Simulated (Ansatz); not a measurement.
# CuI (Marshite, F-43m): phonons and vibrational spectra, part 2 of 3

Wanted: phonon frequencies of CuI (Marshite, F-43m) and what follows from them.

Ansatz 0.2.0; DFT LDA, scalar-relativistic, plane waves, PseudoDojo norm-conserving pseudopotentials.

So far. Step 3 (Bringing the structure to rest): Little changed from the start: no atom moved by 0.005 Å and no cell edge by 0.1 %.

The database entry behind the starting cell differs from later determinations by our own check (about 0.15 % long (mineral sample)), so it need not match the best structure at ambient conditions.

In doubt: a PseudoDojo file used here is known to give poor structures and forces, which bears on pressures, cells, forces and phonons.

## 4. Tight relaxation, k-mesh 8×8×8

Phonons need a cell at rest on their own settings, so the relaxation is repeated with tight tolerances on forces and stress, using the mesh and the filling of the phonon run that follows.

The input, input.yaml:

```yaml
crystal:
  lattice:
    - [0.0, 2.9264385021, 2.9264385021]
    - [2.9264385021, 0.0, 2.9264385021]
    - [2.9264385021, 2.9264385021, 0.0]
  atoms:
    - { symbol: Cu, position: [0.25, 0.25, 0.25] }
    - { symbol: I, position: [0.0, 0.0, 0.0] }
kpoints:
  mp_grid: { grid: [8, 8, 8] }
hamiltonian:
  xc: lda
  pseudopotentials: { kind: nc, accuracy: standard }
scf:
  occupations: { method: fixed }
output:
  forces: true
  stress: true
  eigenvalues: true
  write_density: true
  write_potential: true
  elf: true
  volumetric_format: npy
relax:
  adjacent_minimum: "off"
  f_tol: 0.001
  max_steps: 60
  cell: { stress_tol: 0.01 }
```

Command:

```sh
> ansatz run input.yaml --threads 4 --pin off --max-ram 10240MiB --backend cpu --events-out ev --progress --plain --runs-dir out
```

Numbers of over 12 decimals in the logs are rounded to 6 here.

What it wrote:

```text
[...]
Crystal: 2 atoms, lattice volume = 50.124 Å³
Basis set: ecut = 1251.723767 eV, 5029 PW (Γ)
Bands: 17, of which v1, the nominal top of the filled ones, is band 13 counted from 1 (12 counted from 0)
Symmetry: 24 space group operations
[...]
k-points: 29 of 512 (time reversal used)
[...]
k-point 28: bands = [... 9 lower, 5.4859, 5.6580, 5.8739, 6.2864, 12.5133, 12.7667, 13.9831, 14.1862]
--- Relaxed structure (2 steps of the walk, 2 accepted, 1 SCFs on fresh bases) ---
[...]
cell:  # Å, volume = 50.1147 Å³
    - [0, 2.926252, 2.926252]
    - [2.926252, 0, 2.926252]
    - [2.926252, 2.926252, 0]
  atoms:
    - { symbol: Cu, position: [0.25, 0.25, 0.25] }
    - { symbol: I, position: [0, 0, 0] }
[key lines of the parts left out:]
SCF converged after 6 iterations
Free energy (F): -5509.925878 eV
Fermi energy:    7.941949 eV
P = ⅓ Tr σ = -0.0009 GPa (-0.009 kbar)
```

The job ended after 6.3 s (4 threads of Arm Neoverse V2, shared host; peak memory 0.45 GiB; 24 s of CPU time).

Little changed from the start: no atom moved by 0.005 Å and no cell edge by 0.1 %.

Numbers from this step:

- pressure: -8.80e-4 GPa

Valence density in the ac plane of a cell with a along [110], b along [-110] and c along [001] of the cube at fractional y = 0.000, with atoms of Cu and I within 0.2 Å of it. It is the smooth field of the valence electrons, not physical close to the nuclei.

Ten steps, logarithmic in the rise over the least value, from '0' (0 e/Å³) to '9' (25 e/Å³), each cell a mean:
```
12221111222012211111221
22222332222222222322222
22225885222222237873222
11127997211111159994111
00127996200000148984100
00013663100000025642000
00001111000000011211000
00000000000000000000000
00000000000000000000000
00000000000000000000000
00000000000000000000000
00000000000000000000000
11100000011111000000011
22110000112222100000122
12210000122122210001222
01221001221012210001221
```
Columns run along a (8.3 Å), rows up along c (5.9 Å), edges of the conventional cell, whose origin can differ from the input's. Atoms in or near the plane, at fractional coordinates: Cu at (0.75, 0.75), Cu at (0.25, 0.75), I at (0.50, 0.00), I at (0.00, 0.00).

ELF in the ac plane of a cell with a along [110], b along [-110] and c along [001] of the cube at fractional y = 0.000, with atoms of Cu and I within 0.2 Å of it. It is the smooth field of the valence electrons, not physical close to the nuclei.

Values, 9 rows by 16 columns, each cell a mean:
```
0.36 0.79 0.58 0.21 0.18 0.42 0.81 0.50 0.36 0.79 0.58 0.21 0.18 0.42 0.81 0.50
0.78 0.62 0.25 0.51 0.56 0.28 0.48 0.77 0.78 0.62 0.25 0.51 0.56 0.28 0.48 0.77
0.31 0.22 0.24 0.59 0.59 0.35 0.20 0.29 0.31 0.22 0.24 0.59 0.59 0.35 0.20 0.29
0.04 0.10 0.17 0.21 0.23 0.18 0.13 0.05 0.04 0.10 0.17 0.21 0.23 0.18 0.13 0.05
0.01 0.03 0.08 0.13 0.13 0.10 0.05 0.02 0.01 0.03 0.08 0.13 0.13 0.10 0.05 0.02
0.06 0.03 0.03 0.04 0.04 0.03 0.03 0.05 0.06 0.03 0.03 0.04 0.04 0.03 0.03 0.05
0.46 0.31 0.10 0.02 0.01 0.06 0.24 0.43 0.46 0.31 0.10 0.02 0.01 0.06 0.24 0.43
0.78 0.76 0.49 0.10 0.05 0.35 0.71 0.79 0.78 0.76 0.49 0.10 0.05 0.35 0.71 0.79
0.17 0.71 0.71 0.25 0.16 0.58 0.80 0.31 0.17 0.71 0.71 0.25 0.16 0.58 0.80 0.31
```
Columns run along a (8.3 Å), rows up along c (5.9 Å), edges of the conventional cell, whose origin can differ from the input's. Atoms in or near the plane, at fractional coordinates: Cu at (0.75, 0.75), Cu at (0.25, 0.75), I at (0.50, 0.00), I at (0.00, 0.00).

Electrostatic potential energy in the ac plane of a cell with a along [110], b along [-110] and c along [001] of the cube at fractional y = 0.000, with atoms of Cu and I within 0.2 Å of it. With pseudopotentials it is smooth inside the atoms' cores, unlike the true potential.

Ten even steps from '_' (-90 eV) to '@' (12 eV), each cell a mean:
```
__::**@@@@@@@@@@%%**::__..==%%@@@@@@@@@@%%==..
==**%%@@@@%%%%@@@@%%++====##%%@@%%%%%%@@%%##==
%%%%@@@@##----##@@@@%%%%%%%%@@%%++--++%%@@%%%%
@@@@@@%%==____==%%@@@@@@@@@@@@##..__..##@@@@@@
@@@@@@%%++____++%%@@@@@@@@@@@@##::__::%%@@@@@@
@@@@@@@@%%****%%@@@@@@@@@@@@@@@@##**##@@@@@@@@
@@@@@@@@@@@@@@@@@@@@@@@@@@@@@@@@@@@@@@@@@@@@@@
@@@@@@@@@@@@@@@@@@@@@@@@@@@@@@@@@@@@@@@@@@@@@@
@@@@@@@@@@@@@@@@@@@@@@@@@@@@@@@@@@@@@@@@@@@@@@
@@@@@@@@@@@@@@@@@@@@@@@@@@@@@@@@@@@@@@@@@@@@@@
@@@@@@@@@@@@@@@@@@@@@@@@@@@@@@@@@@@@@@@@@@@@@@
@@@@@@@@@@@@@@@@@@@@@@@@@@@@@@@@@@@@@@@@@@@@@@
@@@@@@@@@@@@@@@@@@@@@@@@@@@@@@@@@@@@@@@@@@@@@@
**##%%@@@@@@@@@@@@%%##**##%%@@@@@@@@@@@@@@%%##
::==##@@@@@@@@@@@@##==::--**%%@@@@@@@@@@%%**::
__::**%%@@@@@@@@%%**..____==%%@@@@@@@@@@##==__
```
Columns run along a (8.3 Å; values clipped at the 3rd and 97th percentile), rows up along c (5.9 Å), edges of the conventional cell, whose origin can differ from the input's. Atoms in or near the plane, at fractional coordinates: Cu at (0.75, 0.75), Cu at (0.25, 0.75), I at (0.50, 0.00), I at (0.00, 0.00).

The forces vanish by symmetry and the pressure is -0.001 GPa, within the tolerances set. The cell now holds 25.06 Å³/atom.

## 5. A first phonon run

The phonons are first tried on the mesh that the gap suggested.

input.yaml, the sections that differ from step 4:

```yaml
crystal:
  lattice:
    - [0.0, 2.9262517016, 2.9262517016]
    - [2.9262517016, 0.0, 2.9262517016]
    - [2.9262517016, 2.9262517016, 0.0]
  atoms:
    - { symbol: Cu, position: [0.25, 0.25, 0.25] }
    - { symbol: I, position: [0.0, 0.0, 0.0] }
output:
  eigenvalues: true
phonons:
  method: dfpt
  dielectric: true
  rigid_motions: translations
  raman: true
# kpoints, hamiltonian, scf: as in step 4
# relax: removed
```

What it wrote:

```text
[...]
Crystal: 2 atoms, lattice volume = 50.115 Å³
Basis set: ecut = 1251.723767 eV, 5029 PW (Γ), exchange–correlation on 96×96×96 points (8 copies of the dense FFT grid, shifted against one another)
Bands: 17, of which v1, the nominal top of the filled ones, is band 13 counted from 1 (12 counted from 0)
Symmetry: 24 space group operations
k-points: 95 of 512 (irreducible under 4 space group operations, time reversal used)
[...]
ω (cm⁻¹)  modes    IR ((D/Å)²/amu)  static Raman (Å⁴/amu)  depolarisation
        156.18      2             0.9975                36.7751           0.750
        165.73      1             0.4987                21.3309           0.750
  optical modes at Γ + LO–TO along q̂ = [0.0000, 0.0000, 1.0000]:
      ω (cm⁻¹)  modes    IR ((D/Å)²/amu)  static Raman (Å⁴/amu)  depolarisation
        156.18      2             0.9975                36.7751           0.750
        165.73      1             0.4987                21.3309           0.750
[key lines of the parts left out:]
SCF converged after 8 iterations
Free energy (F): -5509.925878 eV
Fermi energy:    7.941947 eV
```

The job ended after 2.3 min (4 threads; peak memory 1.7 GiB; 8.9 min of CPU time).

This step gave:

| Item | Value |
| --- | --- |
| sum-rule residual before enforcement | 8.11e-5 eV/Å² |
| miss of the charge sum rule | 7.71e-4 e |
| estimated error of the dielectric tensor | 0.02009 |
| estimated error of the Born charges | 0.02053 e |
| point group | -43m |
| highest optical mode at the zone centre (no LO-TO term) | 156.2 cm⁻¹ |
| lowest optical zone-centre mode | 156.2 cm⁻¹ |
| mean high-frequency dielectric constant | 6.902 |
| largest Born charge (third of the trace) | 0.9568 e |
| mean static dielectric constant | 7.773 |
| top of the zone-centre spectrum with the field | 165.7 cm⁻¹ |

The highest optical mode at Γ without the field comes at 156.2 cm⁻¹, but the log warns of the mesh: “the force constants stand on the 8×8×8 k-mesh, whose period is 12.31 times the interband length at k = (0.0000, 0.0000, 0.0000), direct gap 1.209 eV, under 14: take them and everything formed from them as unconverged”.

## 6. Relaxing to small forces for the phonons, k-mesh 12×12×12

The k mesh is raised to 12×12×12 since a zone-centre run on the first mesh warned that it was too coarse for the force constants, and the cell is relaxed again on it.

input.yaml, the sections that differ from step 5:

```yaml
kpoints:
  mp_grid: { grid: [12, 12, 12] }
output:
  forces: true
  stress: true
  eigenvalues: true
relax:
  adjacent_minimum: "off"
  f_tol: 0.001
  max_steps: 60
  cell: { stress_tol: 0.01 }
# crystal, hamiltonian, scf: as in step 5
# phonons: removed
```

What it wrote:

```text
[...]
Crystal: 2 atoms, lattice volume = 50.115 Å³
Basis set: ecut = 1251.723767 eV, 5029 PW (Γ)
Bands: 17, of which v1, the nominal top of the filled ones, is band 13 counted from 1 (12 counted from 0)
Symmetry: 24 space group operations
[...]
k-points: 72 of 1728 (time reversal used)
[...]
k-point 71: bands = [... 9 lower, 5.4855, 5.6577, 5.8735, 6.2860, 12.5131, 12.7665, 13.9830, 14.1860]
--- Relaxed structure (1 steps of the walk, 1 accepted, 1 SCFs on fresh bases) ---
[...]
cell:  # Å, volume = 50.1147 Å³
    - [0.0, 2.9262517016, 2.9262517016]
    - [2.9262517016, 0.0, 2.9262517016]
    - [2.9262517016, 2.9262517016, 0.0]
  atoms:
    - { symbol: Cu, position: [0.25, 0.25, 0.25] }
    - { symbol: I, position: [0.0, 0.0, 0.0] }
[key lines of the parts left out:]
SCF converged after 6 iterations
Free energy (F): -5509.926353 eV
Fermi energy:    7.941497 eV
P = ⅓ Tr σ = -0.0044 GPa (-0.044 kbar)
```

The job ended after 10 s (4 threads; peak memory 0.55 GiB; 41 s of CPU time).

Little changed from the start: no atom moved by 0.005 Å and no cell edge by 0.1 %.

Numbers from this step:

| Property | Result |
| --- | --- |
| pressure | -0.004382 GPa |
| gap on the k-mesh | 1.210 eV |
| direct gap on mesh | 1.210 eV |

The forces vanish by symmetry and the pressure is -0.004 GPa, within the tolerances set. The cell now holds 25.06 Å³/atom.

## 7. Linear response at the zone centre

The zone centre comes first: it holds the modes that light can see, as far as symmetry allows. The response to a homogeneous field gives the Born charges and the dielectric tensor, and its change with displacement the Raman tensors.

input.yaml, the sections that differ from step 6:

```yaml
output:
  eigenvalues: true
phonons:
  method: dfpt
  dielectric: true
  rigid_motions: translations
  raman: true
# crystal, kpoints, hamiltonian, scf: as in step 6
# relax: removed
```

What it wrote:

```text
[...]
Crystal: 2 atoms, lattice volume = 50.115 Å³
Basis set: ecut = 1251.723767 eV, 5029 PW (Γ), exchange–correlation on 96×96×96 points (8 copies of the dense FFT grid, shifted against one another)
Bands: 17, of which v1, the nominal top of the filled ones, is band 13 counted from 1 (12 counted from 0)
Symmetry: 24 space group operations
k-points: 280 of 1728 (irreducible under 4 space group operations, time reversal used)
[...]
SCF iter   1: F=—  HF=-5510.125833 eV  |F-HF|=—  |Δ(HF+E_count)|=         —  Δρ=3.62e-2  dr2=6.54e-1  ethr=3.10e-3  ⟨swp⟩=6.0  Hψ=22347  notcnv=0  defer=514
[...]
SCF iter   8: F=-5509.926353 eV  HF=-5509.926353 eV  |F-HF|=5.82e-11  |Δ(HF+E_count)|=   1.50e-9  Δρ=5.83e-7  dr2=8.52e-11  ethr=1.00e-12  ⟨swp⟩=8.4  Hψ=37777  notcnv=0
SCF 1 converged in 8 iterations: F = -5509.926353 eV  dr2 = 8.52e-11
NSCF: frozen V_eff on 1 k-points
[...]
Bands: 14, of which v1, the nominal top of the filled ones, is band 13 counted from 1 (12 counted from 0)
k-points: 182
[...]
Eigensolver: Dense (182 Hₖ)
SCF iter   1: F=—  HF=-5509.918113 eV  |F-HF|=—  |Δ(HF+E_count)|=         —  Δρ=1.08e-4  dr2=9.80e-7  ethr=1.00e-1
[...]
SCF iter   6: F=-5509.918115 eV  HF=-5509.918115 eV  |F-HF|=6.37e-11  |Δ(HF+E_count)|=  2.39e-10  Δρ=4.48e-7  dr2=7.16e-11  ethr=4.95e-12
SCF 1 converged in 6 iterations: F = -5509.918115 eV  dr2 = 7.16e-11
[...]
SCF converged after 8 iterations
Free energy (F): -5509.926353 eV
[...]
Internal energy: -5509.926353 eV  (E = F + TS)
E sigma→0 (E₀):  -5509.926353 eV
Fermi energy:    7.941494 eV
[...]
--- Band table (eV; the first three rows and the last of 280) ---
  k-point 0: bands = [... 9 lower, 5.5583, 7.9415, 7.9415, 7.9415, 9.1510, 12.6785, 12.6785, 12.6785]
  k-point 1: bands = [... 9 lower, 5.5542, 7.4875, 7.8703, 7.8703, 9.6019, 12.6116, 12.8007, 12.8007]
  k-point 2: bands = [... 9 lower, 5.5464, 6.8278, 7.6887, 7.6887, 10.1156, 12.7871, 13.0810, 13.0810]
  k-point 279: bands = [... 9 lower, 5.4855, 5.6577, 5.8735, 6.2860, 12.5131, 12.7665, 13.9829, 14.1860]
[...]
ASR residual: 8.808e-4 → 0.000e0 eV/Å²; symmetrization residual: 8.810e-6 eV/Å²
  ASR residual per site (eV/Å²): 8.81e-4 3.00e-5
  Γ frequencies (cm⁻¹): 0.00 0.00 0.00 156.22 156.22 156.22
  ε∞ (high-frequency dielectric tensor):
        6.902192     0.000000    -0.000000
        0.000000     6.902192     0.000000
       -0.000000     0.000000     6.902192
  ε⁰ (static dielectric tensor: ions relaxed, cell fixed):
        7.772072     0.000000    -0.000000
        0.000000     7.772072     0.000000
       -0.000000     0.000000     7.772072
  ε⁰ − ε∞ (ionic part):
        0.869880     0.000000    -0.000000
        0.000000     0.869880     0.000000
       -0.000000     0.000000     0.869880
[...]
Born effective charges Z* (e; rows j = field, columns β = displacement):
    site 0:
         0.95680    0.00000   -0.00000
         0.00000    0.95680    0.00000
        -0.00000    0.00000    0.95680
    site 1:
        -0.95680   -0.00000    0.00000
        -0.00000   -0.95680   -0.00000
         0.00000   -0.00000   -0.95680
  Z* charge neutrality: 5.548e-4 e pre-enforcement
[...]
optical modes at Γ without the LO–TO term, one row a degenerate level:
      ω (cm⁻¹)  modes    IR ((D/Å)²/amu)  static Raman (Å⁴/amu)  depolarisation
        156.22      3             1.4964                55.1628           0.750
  optical modes at Γ + LO–TO along q̂ = [1.0000, 0.0000, 0.0000]:
      ω (cm⁻¹)  modes    IR ((D/Å)²/amu)  static Raman (Å⁴/amu)  depolarisation
        156.22      2             0.9976                36.7752           0.750
        165.77      1             0.4988                21.3312           0.750
  optical modes at Γ + LO–TO along q̂ = [0.0000, 1.0000, 0.0000]:
      ω (cm⁻¹)  modes    IR ((D/Å)²/amu)  static Raman (Å⁴/amu)  depolarisation
        156.22      2             0.9976                36.7752           0.750
        165.77      1             0.4988                21.3312           0.750
  optical modes at Γ + LO–TO along q̂ = [0.0000, 0.0000, 1.0000]:
      ω (cm⁻¹)  modes    IR ((D/Å)²/amu)  static Raman (Å⁴/amu)  depolarisation
        156.22      2             0.9976                36.7752           0.750
        165.77      1             0.4988                21.3312           0.750
```

Elapsed: 6 min, on 4 threads; peak memory 4.3 GiB; 24 min of CPU time.

Reading the cycles: dr2 is the Hartree energy of the density residual (eV), the measure of convergence; HF is the Harris–Foulkes estimate of the energy, which meets the free energy F at convergence.

Numbers from this step:

| Item | Value |
| --- | --- |
| sum-rule residual before enforcement | 8.81e-4 eV/Å² |
| miss of the charge sum rule | 5.55e-4 e |
| estimated error of the dielectric tensor | 0.01996 |
| estimated error of the Born charges | 0.02023 e |
| mean static dielectric constant | 7.772 |
| top of the zone-centre spectrum with the field | 165.8 cm⁻¹ |

Without the LO-TO term. Patterns of degenerate modes are one choice out of their space. Modes at Γ, with each element's share of the kinetic energy:

```
mode  frequency (cm⁻¹)  symmetry  Cu %  I %
   1               0.0  acoustic    33   67
   2               0.0  acoustic    33   67
   3               0.0  acoustic    33   67
   4             156.2        T2    67   33
   5             156.2        T2    67   33
   6             156.2        T2    67   33
```

Displacements in mode 5 (156.2 cm⁻¹), the largest set to 1:
```
Cu1  1.00  0.00  0.00
I2  -0.50  0.00  0.00
```

Optical modes at the zone centre, without and with the macroscopic field of the longitudinal modes; each column is sorted by frequency, so a row need not hold one and the same mode. Modes with and without the field, by row:

```
rank among optical modes  no field (cm⁻¹)  q along (1, 0, 0) (cm⁻¹)
                       1            156.2                     156.2
                       2            156.2                     156.2
                       3            156.2                     165.8
```

Born charge (rows field, columns displacement) (e), principal values of the symmetric part by kind of site:

```csv
atom,atoms with these values,low,middle,high,mean
Cu1,1,0.9568,0.9568,0.9568,0.9568
I2,1,-0.9568,-0.9568,-0.9568,-0.9568
```

In full for Cu1:

```
0.9568 0.0000 0.0000
0.0000 0.9568 0.0000
0.0000 0.0000 0.9568
```

High-frequency dielectric tensor:

```
6.90 0.00 0.00
0.00 6.90 0.00
0.00 0.00 6.90
```

Static dielectric tensor (ions relaxed, fixed cell):

```
7.77 0.00 0.00
0.00 7.77 0.00
0.00 0.00 7.77
```

Transverse modes. Lines of the infrared spectrum (strongest = 100):

```
position (cm⁻¹)  label  relative intensity
            156     T2                 100
```

Activity x (w_L - w)^4 (n + 1)/w, 532 nm, 300 K; the tensors are static ones, while 532 nm light lies above the computed direct gap, where resonance would change the heights; modes without the macroscopic field alone. Raman lines, with heights relative to the strongest:

```csv
position (cm⁻¹),label,relative intensity
156,T2,100
```

Static second-order susceptibility (pm/V), twice the coefficient d of second-harmonic generation. Second order susceptibility, by row:

| field along | xx | yy | zz | yz | xz | xy |
| --- | --- | --- | --- | --- | --- | --- |
| x | 0 | 0 | 0 | 11.76 | 0 | 0 |
| y | 0 | 0 | 0 | 0 | 11.76 | 0 |
| z | 0 | 0 | 0 | 0 | 0 | 11.76 |

Before it was imposed, the acoustic sum rule was missed by 8.8e-4 eV/Å² and the charge sum rule by 5.5e-4 e. Small misses are needed for a sound result but don't prove that mesh and cutoff are converged. Against the first mesh the highest mode moved by +0.0 cm⁻¹. The lowest optical mode is real, 156 cm⁻¹.

(Continued in part 3 of 3.)

[Logs are printed without paths, hosts, clocks, repeated set-up lines and the standing remarks that a program may print on its own settings, such as how far it seeks lower states.]

[Hosts, paths, dates, database ids (printed as entryN), source tags and the programs' standing remarks are cut or masked in the printed files.]
